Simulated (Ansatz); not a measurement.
# GaSn (hypothetical, Fm-3m): thermal expansion from first principles, part 2 of 3

Wanted: α(T), C_P(T) and B(T) of GaSn (hypothetical) in the quasi-harmonic approximation. The compound is hypothetical: it was made by swapping elements on a known structure type.

Ansatz 0.2.0; DFT PBEsol, scalar-relativistic, plane waves, PAW.

So far. Step 2 (Probe on a coarse mesh): The start is under 359 GPa at this level and looks like a metal on this mesh. The relaxed cell has a = 5.686 Å (conventional setting).

**5. Relaxing to small residual forces and stress**

The relaxation is repeated with tighter thresholds on force and stress, since phonons are sensitive to what is left; a change of mesh or smearing in the input moves the cell too.

The input, input.yaml:

```yaml
crystal:
  lattice:
    - [0.0, 2.8429452195, 2.8429452195]
    - [2.8429452195, 0.0, 2.8429452195]
    - [2.8429452195, 2.8429452195, 0.0]
  atoms:
    - { symbol: Sn, position: [0.5, 0.5, 0.5] }
    - { symbol: Ga, position: [0.0, 0.0, 0.0] }
kpoints:
  mp_grid: { grid: [12, 12, 12] }
hamiltonian:
  xc: pbesol
scf:
  occupations: { method: methfessel_paxton, width: 0.2 }
output:
  forces: true
  stress: true
  eigenvalues: true
relax:
  adjacent_minimum: "off"
  f_tol: 0.001
  max_steps: 60
  cell: { stress_tol: 0.01 }
```

The run is started by

```sh
ansatz run input.yaml --threads 4 --pin off --max-ram 8192MiB --backend cpu --events-out ev --progress --plain --runs-dir out
```

Numbers of over 12 decimals in the logs are rounded to 6 here.

What it wrote:

```text
[...]
Crystal: 2 atoms, lattice volume = 45.955 Å³
Basis set: ecut = 420 eV, 893 PW (Γ), exchange–correlation on 54×54×54 points (8 copies of the dense FFT grid, shifted against one another)
Bands: 18, of which v1, the nominal top of the filled ones, is band 14 counted from 1 (13 counted from 0)
Symmetry: 48 space group operations
[...]
k-points: 72 of 1728
[...]
k-point 71: bands = [... 10 lower, 3.5412, 4.4235, 6.4625, 6.4625, 13.7501, 14.1046, 17.3482, 17.3482]
--- Relaxed structure (1 steps of the walk, 1 accepted, 1 SCFs on fresh bases) ---
[...]
cell:  # Å, volume = 45.9553 Å³
    - [0.0, 2.8429452195, 2.8429452195]
    - [2.8429452195, 0.0, 2.8429452195]
    - [2.8429452195, 2.8429452195, 0.0]
  atoms:
    - { symbol: Sn, position: [0.5, 0.5, 0.5] }
    - { symbol: Ga, position: [0.0, 0.0, 0.0] }
[key lines of the parts left out:]
SCF converged after 7 iterations
Free energy (F): -9692.855017 eV
Fermi energy:    10.018678 eV
P = ⅓ Tr σ = 0.0084 GPa (0.084 kbar)
```

Elapsed: 1.7 s, on 4 threads of Arm Neoverse V2, shared host; peak memory 0.37 GiB.

Little changed from the start: no atom moved by 0.005 Å and no cell edge by 0.1 %.

Numbers from this step:

- pressure: 0.008375 GPa

The residual pressure is 0.0084 GPa, small enough for phonons.

**6. The quasi-harmonic study, q-mesh 2×2×2**

Thermal expansion follows from how the free energy of the vibrations (and of the electrons in a metal) changes with strain, so the program makes strained cells, their phonons and a fit in one run.

input.yaml, the sections that differ from step 5:

```yaml
output:
  eigenvalues: true
phonons:
  method: dfpt
  qmesh: [2, 2, 2]
  temperatures: { t_max: 530.0, t_step: 50 }
  thermal_expansion: {}
# crystal, kpoints, hamiltonian, scf: as in step 5
# relax: removed
```

What it wrote:

```text
The last accepted step is kept in <dir> (removed where the run ends without a failure and the disk answers)
Engine: ansatz 0.2.0, aarch64-unknown-linux-gnu
Pseudopotentials: kind: paw
Pseudopotential: Sn, paw, valence charge 14, recommended cutoff 420 eV (normal), Sn.paw.azcp
Pseudopotential: Ga, paw, valence charge 13, recommended cutoff 420 eV (normal), Ga.paw.azcp
Functional definition: PBEsol
  exchange = pbesol_x
  correlation = pbesol_c
Crystal: 2 atoms, lattice volume = 45.955 Å³
Basis set: ecut = 487.2 eV, 1139 PW (Γ), exchange–correlation on 60×60×60 points (8 copies of the dense FFT grid, shifted against one another)
Bands: 18, of which v1, the nominal top of the filled ones, is band 14 counted from 1 (13 counted from 0)
Symmetry: 48 space group operations
Space group: Fm-3m (ITA 225), of the structure as read, at distance tolerance 3.6e-5 Å
k-points: 72 of 1728
Non-local potential: Sn, projectors of the file, l = 0: 2, l = 1: 2, l = 2: 2, l = 3: 2
Non-local potential: Ga, projectors of the file, l = 0: 2, l = 1: 2, l = 2: 3, l = 3: 1
PAW form: soft (Blöchl's): semilocal exchange-correlation on the pseudo side does not see the compensation charge
PAW frozen core: Sn, regenerated for the run's functional, and the local potential with it (the file was generated under x = pbe(κ = 0.804, μ = 0.219515), c = pbe(β = 0.066725))
PAW frozen core: Ga, regenerated for the run's functional, and the local potential with it (the file was generated under x = pbe(κ = 0.804, μ = 0.219515), c = pbe(β = 0.066725))
PAW one-centre angular grid: Sn, 590 points (default); XC on 64 Gauss nodes
PAW one-centre angular grid: Ga, 590 points (default); XC on 64 Gauss nodes
Initial density: superposition of atomic densities (neutral atoms: chi_scale 0, normalization atom), corrected by the library's trained network
Initial wavefunctions: pseudopotential atomic-orbital guess
Functional: x = pbesol(κ = 0.804, μ = 0.123457), c = pbesol(β = 0.046)
SCF iter   1: F=—  HF=-9692.859312 eV  |F-HF|=—  |Δ(HF+E_count)|=         —  Δρ=2.57e-3  dr2=2.50e-3  ethr=1.77e-3  ⟨swp⟩=5.1  Hψ=6055  notcnv=0
preconditioner: auto → Kerker (q_TF=auto, 2.497 Å⁻¹)  [metal: Δε(μ)=0.063 eV  Ē_g=19.217 eV  σ=0.200 eV  W_gap=0.25  n_scr=14 (ndim 8)  ℏωp=28.5 eV  f_vac=0.000  D(μ)=0.89/eV (n_scr^D=0)]
SCF iter   2: F=—  HF=-9692.857025 eV  |F-HF|=—  |Δ(HF+E_count)|=   2.29e-3  S|Δr|=    0.00e0  Δρ=1.43e-3  dr2=1.03e-3  ethr=9.28e-6  ⟨swp⟩=2.0  Hψ=2254  notcnv=0
SCF iter   3: F=—  HF=-9692.856782 eV  |F-HF|=—  |Δ(HF+E_count)|=   2.43e-4  S|Δr|=    0.00e0  Δρ=5.49e-4  dr2=1.71e-4  ethr=3.82e-6  ⟨swp⟩=2.1  Hψ=2211  notcnv=0
[...]
Free energy (F): -9692.856718 eV
Harris-Foulkes:  -9692.856718 eV  (|F-HF|=0.00e0)
Internal energy: -9692.857325 eV  (E = F + TS)
E sigma→0 (E₀):  -9692.856870 eV
Entropy (-TS):   0.000607 eV (0.304 meV/atom)
Fermi energy:    10.018289 eV
--- Per-component energies (eV) ---
  E_band       = -121.752148
  E_kinetic    = 302.729906
  E_local      = -2715.945192  (includes V_loc(G=0)·N_el)
  E_nonlocal   = 393.008299
  E_hartree    = 1407.552452
  E_xc         = -448.432704
  E_vxc        = -155.741515  (∫ρ·V_xc dr)
  E_paw        = -6011.583021  (= ΣΔE_a)
  E_vpaw       = -760.908506  (= ΣTr[D̂ρ^β])
  E_aug_tail   = -0.000074  (compensation charges beyond the density's cutoff)
  E_ewald      = -2621.334808
  E_core_change = 1.147818  (= ΣΔE_core)
  E_smearing   = 0.000607  (= −TS)
  E_closure    = -0.000000  (closes the sum)
  Σ components = -9692.856718   (vs F -9692.856718, Δ=0.00e0)
--- Forces (eV/Å), atoms counted from 1 ---
  atom   1  Sn     0.00000000    -0.00000000     0.00000000
  atom   2  Ga    -0.00000000     0.00000000    -0.00000000
  max |Σ_I F_I| component: 8.70e-29 eV/Å
--- Stress (GPa, compression-positive) ---
        0.003485      -0.000000       0.000000
        0.000000       0.003485       0.000000
       -0.000000      -0.000000       0.003485
  P = ⅓ Tr σ = 0.0035 GPa (0.035 kbar)
--- Band table (eV; the first three rows and the last of 72) ---
  k-point 0: bands = [... 10 lower, -1.0752, 11.3337, 11.3337, 11.3337, 11.8952, 16.9929, 16.9929, 16.9929]
  k-point 1: bands = [... 10 lower, -0.9774, 10.0104, 11.3273, 11.3273, 12.8939, 16.6590, 16.6590, 16.6778]
  k-point 2: bands = [... 10 lower, -0.6839, 8.3447, 11.3286, 11.3286, 13.5056, 15.6309, 15.6309, 16.1827]
  k-point 71: bands = [... 10 lower, 3.5409, 4.4235, 6.4622, 6.4622, 13.7498, 14.1040, 17.3466, 17.3466]
── thermal expansion: 3 new cells, 3 in all ──
thermal expansion: relaxation of cell 2
thermal expansion: relaxation of cell 3
── thermal expansion: 2 new cells, 5 in all ──
thermal expansion: relaxation of cell 4
thermal expansion: lower-state search of cell 4
thermal expansion: electrons of cell 4
thermal expansion: phonons of cell 4
WARN: thermal expansion: vibrations_at_or_below_zero in the phonons of 1 cell: 4
this run last wrote the structure of step 1 to <dir>
--- Relaxed structure (1 steps of the walk, 1 accepted, 0 SCFs on fresh bases) ---
  F+E_penalty+E_count = -9692.85671792 eV   max|allowed force component| = 4.483e-29 eV/Å
  atoms:
    - { symbol: Sn, position: [0.5, 0.5, 0.5] }
    - { symbol: Ga, position: [0.0, 0.0, 0.0] }
--- Thermal expansion: 5 cells in 2 rounds, 0 GPa ---
  no lower state was reached at cell 4; its state was not examined: fill_not_monotonic
  not told: vibrations stand at or below zero in cell 4 (0.750 modes a cell, the lowest at -19.0 cm⁻¹): the crystal is at no minimum there, or its k-points are too few: type the crystal that it becomes, another pressure, or a denser kpoints.mp_grid, in a new run
  vibrations_at_or_below_zero in the phonons of 1 cell: 4
Error: vibrations stand at or below zero in cell 4 (0.750 modes a cell, the lowest at -19.0 cm⁻¹): the crystal is at no minimum there, or its k-points are too few: type the crystal that it becomes, another pressure, or a denser kpoints.mp_grid, in a new run
[key lines of the parts left out:]
SCF converged after 10 iterations
```

Run time: 71 s. Hardware: 4 threads; peak memory 1.4 GiB; 4.4 min of CPU time.

The run ended with an error.

The program's message: “vibrations stand at or below zero in cell 4 (0.750 modes a cell, the lowest at -19.0 cm⁻¹): the crystal is at no minimum there, or its k-points are too few: type the crystal that it becomes, another p …”

**7. Phonons on strained cells, q-mesh 4×4×4**

The study relaxes the crystal at several strains, solves the phonons on some of them and minimises the free energy at each temperature (static energy, vibrations, the electrons in a metal, and PV under a set pressure); the q-mesh sets how far the force constants reach.

Changes to input.yaml since step 6:

```diff
@@ -18,3 +18,3 @@
   method: dfpt
-  qmesh: [2, 2, 2]
+  qmesh: [4, 4, 4]
   temperatures: { t_max: 530.0, t_step: 50 }
```

What it wrote:

```text
The last accepted step is kept in <dir> (removed where the run ends without a failure and the disk answers)
Engine: ansatz 0.2.0, aarch64-unknown-linux-gnu
Pseudopotentials: kind: paw
Pseudopotential: Sn, paw, valence charge 14, recommended cutoff 420 eV (normal), Sn.paw.azcp
Pseudopotential: Ga, paw, valence charge 13, recommended cutoff 420 eV (normal), Ga.paw.azcp
Functional definition: PBEsol
  exchange = pbesol_x
  correlation = pbesol_c
Crystal: 2 atoms, lattice volume = 45.955 Å³
Basis set: ecut = 487.2 eV, 1139 PW (Γ), exchange–correlation on 60×60×60 points (8 copies of the dense FFT grid, shifted against one another)
Bands: 18, of which v1, the nominal top of the filled ones, is band 14 counted from 1 (13 counted from 0)
Symmetry: 48 space group operations
Space group: Fm-3m (ITA 225), of the structure as read, at distance tolerance 3.6e-5 Å
k-points: 72 of 1728
Non-local potential: Sn, projectors of the file, l = 0: 2, l = 1: 2, l = 2: 2, l = 3: 2
Non-local potential: Ga, projectors of the file, l = 0: 2, l = 1: 2, l = 2: 3, l = 3: 1
PAW form: soft (Blöchl's): semilocal exchange-correlation on the pseudo side does not see the compensation charge
PAW frozen core: Sn, regenerated for the run's functional, and the local potential with it (the file was generated under x = pbe(κ = 0.804, μ = 0.219515), c = pbe(β = 0.066725))
PAW frozen core: Ga, regenerated for the run's functional, and the local potential with it (the file was generated under x = pbe(κ = 0.804, μ = 0.219515), c = pbe(β = 0.066725))
PAW one-centre angular grid: Sn, 590 points (default); XC on 64 Gauss nodes
PAW one-centre angular grid: Ga, 590 points (default); XC on 64 Gauss nodes
Initial density: superposition of atomic densities (neutral atoms: chi_scale 0, normalization atom), corrected by the library's trained network
Initial wavefunctions: pseudopotential atomic-orbital guess
Functional: x = pbesol(κ = 0.804, μ = 0.123457), c = pbesol(β = 0.046)
SCF iter   1: F=—  HF=-9692.859312 eV  |F-HF|=—  |Δ(HF+E_count)|=         —  Δρ=2.57e-3  dr2=2.50e-3  ethr=1.77e-3  ⟨swp⟩=5.1  Hψ=6055  notcnv=0
preconditioner: auto → Kerker (q_TF=auto, 2.497 Å⁻¹)  [metal: Δε(μ)=0.063 eV  Ē_g=19.217 eV  σ=0.200 eV  W_gap=0.25  n_scr=14 (ndim 8)  ℏωp=28.5 eV  f_vac=0.000  D(μ)=0.89/eV (n_scr^D=0)]
SCF iter   2: F=—  HF=-9692.857025 eV  |F-HF|=—  |Δ(HF+E_count)|=   2.29e-3  S|Δr|=    0.00e0  Δρ=1.43e-3  dr2=1.03e-3  ethr=9.28e-6  ⟨swp⟩=2.0  Hψ=2254  notcnv=0
SCF iter   3: F=—  HF=-9692.856782 eV  |F-HF|=—  |Δ(HF+E_count)|=   2.43e-4  S|Δr|=    0.00e0  Δρ=5.49e-4  dr2=1.71e-4  ethr=3.82e-6  ⟨swp⟩=2.1  Hψ=2211  notcnv=0
[...]
Free energy (F): -9692.856718 eV
Harris-Foulkes:  -9692.856718 eV  (|F-HF|=0.00e0)
Internal energy: -9692.857325 eV  (E = F + TS)
E sigma→0 (E₀):  -9692.856870 eV
Entropy (-TS):   0.000607 eV (0.304 meV/atom)
Fermi energy:    10.018289 eV
--- Per-component energies (eV) ---
  E_band       = -121.752148
  E_kinetic    = 302.729906
  E_local      = -2715.945192  (includes V_loc(G=0)·N_el)
  E_nonlocal   = 393.008299
  E_hartree    = 1407.552452
  E_xc         = -448.432704
  E_vxc        = -155.741515  (∫ρ·V_xc dr)
  E_paw        = -6011.583021  (= ΣΔE_a)
  E_vpaw       = -760.908506  (= ΣTr[D̂ρ^β])
  E_aug_tail   = -0.000074  (compensation charges beyond the density's cutoff)
  E_ewald      = -2621.334808
  E_core_change = 1.147818  (= ΣΔE_core)
  E_smearing   = 0.000607  (= −TS)
  E_closure    = -0.000000  (closes the sum)
  Σ components = -9692.856718   (vs F -9692.856718, Δ=0.00e0)
--- Forces (eV/Å), atoms counted from 1 ---
  atom   1  Sn     0.00000000    -0.00000000     0.00000000
  atom   2  Ga    -0.00000000     0.00000000    -0.00000000
  max |Σ_I F_I| component: 8.70e-29 eV/Å
--- Stress (GPa, compression-positive) ---
        0.003485      -0.000000       0.000000
        0.000000       0.003485       0.000000
       -0.000000      -0.000000       0.003485
  P = ⅓ Tr σ = 0.0035 GPa (0.035 kbar)
--- Band table (eV; the first three rows and the last of 72) ---
  k-point 0: bands = [... 10 lower, -1.0752, 11.3337, 11.3337, 11.3337, 11.8952, 16.9929, 16.9929, 16.9929]
  k-point 1: bands = [... 10 lower, -0.9774, 10.0104, 11.3273, 11.3273, 12.8939, 16.6590, 16.6590, 16.6778]
  k-point 2: bands = [... 10 lower, -0.6839, 8.3447, 11.3286, 11.3286, 13.5056, 15.6309, 15.6309, 16.1827]
  k-point 71: bands = [... 10 lower, 3.5409, 4.4235, 6.4622, 6.4622, 13.7498, 14.1040, 17.3466, 17.3466]
── thermal expansion: 3 new cells, 3 in all ──
thermal expansion: relaxation of cell 2
thermal expansion: relaxation of cell 3
── thermal expansion: 2 new cells, 5 in all ──
thermal expansion: relaxation of cell 4
thermal expansion: lower-state search of cell 4
thermal expansion: electrons of cell 4
thermal expansion: phonons of cell 4
WARN: thermal expansion: vibrations_at_or_below_zero in the phonons of 1 cell: 4
this run last wrote the structure of step 1 to <dir>
--- Relaxed structure (1 steps of the walk, 1 accepted, 0 SCFs on fresh bases) ---
  F+E_penalty+E_count = -9692.85671792 eV   max|allowed force component| = 4.483e-29 eV/Å
  atoms:
    - { symbol: Sn, position: [0.5, 0.5, 0.5] }
    - { symbol: Ga, position: [0.0, 0.0, 0.0] }
--- Thermal expansion: 5 cells in 2 rounds, 0 GPa ---
  no lower state was reached at cell 4; its state was not examined: fill_not_monotonic
  not told: vibrations stand at or below zero in cell 4 (0.281 modes a cell, the lowest at -19.0 cm⁻¹): the crystal is at no minimum there, or its k-points are too few: type the crystal that it becomes, another pressure, or a denser kpoints.mp_grid, in a new run
  vibrations_at_or_below_zero in the phonons of 1 cell: 4
Error: vibrations stand at or below zero in cell 4 (0.281 modes a cell, the lowest at -19.0 cm⁻¹): the crystal is at no minimum there, or its k-points are too few: type the crystal that it becomes, another pressure, or a denser kpoints.mp_grid, in a new run
[key lines of the parts left out:]
SCF converged after 10 iterations
```

Run time: 7.1 min. Hardware: 4 threads; peak memory 4.1 GiB.

The run ended with an error.

The program's message: “vibrations stand at or below zero in cell 4 (0.281 modes a cell, the lowest at -19.0 cm⁻¹): the crystal is at no minimum there, or its k-points are too few: type the crystal that it becomes, another p …”

(Part 2 of 3 ends here.)

[Logs are printed without paths, hosts, clocks, repeated set-up lines and the standing remarks that a program may print on its own settings, such as how far it seeks lower states.]

[Hosts, paths, dates, database ids (printed as entryN), source tags and the programs' standing remarks are cut or masked in the printed files.]

[A step with changed settings may run another functional than the one named; its input shows which.]

[Pressures of single members of a volume series are the stress at the run's cutoff; with an incomplete basis they can lie off −dE/dV of the same runs, and they are not shown converged.]
